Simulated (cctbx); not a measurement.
## Lattice, Laue class and space group of a new crystal

Cell: a = 6.5880 Å, b = 6.5880 Å, c = 4.0910 Å, α = 90.00°, β = 90.00°, γ = 90.00°. Expected content of the cell: Ag8 Fe2.

The data are simulated with cctbx, not measured: Mo Kα, λ = 0.71073 Å, to d = 0.77 Å, 95 % of the full sphere, strongest reflection 20000 counts, noise from counting, a 4 % proportional error and a noise floor of 15 counts (s.d.); no absorption.

Tests on the unmerged data give:

```text
1517 reflections to d = 0.771 A
centring   violations  <I/sigma> of those
    A        242 of   782      4.4
    B        242 of   778      4.4
    C        246 of   788      4.5
    I          0 of   753      0.0
    R        313 of  1009      4.5
    F        365 of  1174      4.4
Laue class    unique    Rint  (classes that these axes allow; Friedel mates merged)
I 1 2/m 1         220   0.784
I 1 1 2/m         230   0.033
I 2/m 1 1         220   0.783
I m m m           134   0.784
I 4/m             116   0.036
I 4/m m m          75   0.785
space group    extra absences  I>4sigma  <I/sigma>
I 4                     0          0         -  acentric
I -4                    0          0         -  acentric
I 4/m                   0          0         -  centric
Wilson B = 1.78 A^2   <|E^2-1|> = 1.651 (0.968 centric, 0.736 acentric)   E^2>4: 16.2 %
shell (A)         n   <I/sigma>
 4.66 - 1.53     17     22.1
 1.53 - 1.22     16     30.2
 1.22 - 1.07     13     16.3
 1.07 - 0.97     14     14.0
 0.97 - 0.91     19     27.6
 0.91 - 0.85      6      6.5
 0.85 - 0.81     15     14.9
 0.81 - 0.77     16     21.7
```

Q: Read the symmetry from these tables.

The reflections that I centring forbids are absent (⟨I/σ⟩ near 0), so the lattice is I.

Rint stays low (0.033 to 0.036) up to I 4/m and is 0.783 or more in the other classes.

3 settings pass the absence test. No glide or screw absences show, which leaves I 4, I -4 and I 4/m.

⟨|E²−1|⟩ = 1.651 is above even the centric ideal, a mark of pseudo-translation (a class of systematically weak reflections). The Wilson B of 1.78 Å² means U ≈ 0.0225 Å².

The true group is I4/m (no. 87), Laue class 4/m, centrosymmetric. The tables only narrow the choice to the tied entries; cell content, site symmetry and trial solutions must settle it.

The model was made for the exercise: a known structure type with other elements put in, its volume estimated, not relaxed; displacement parameters are assumed.

[Logs are printed without paths, hosts, clocks, repeated set-up lines and the standing remarks that a program may print on its own settings, such as how far it seeks lower states.]
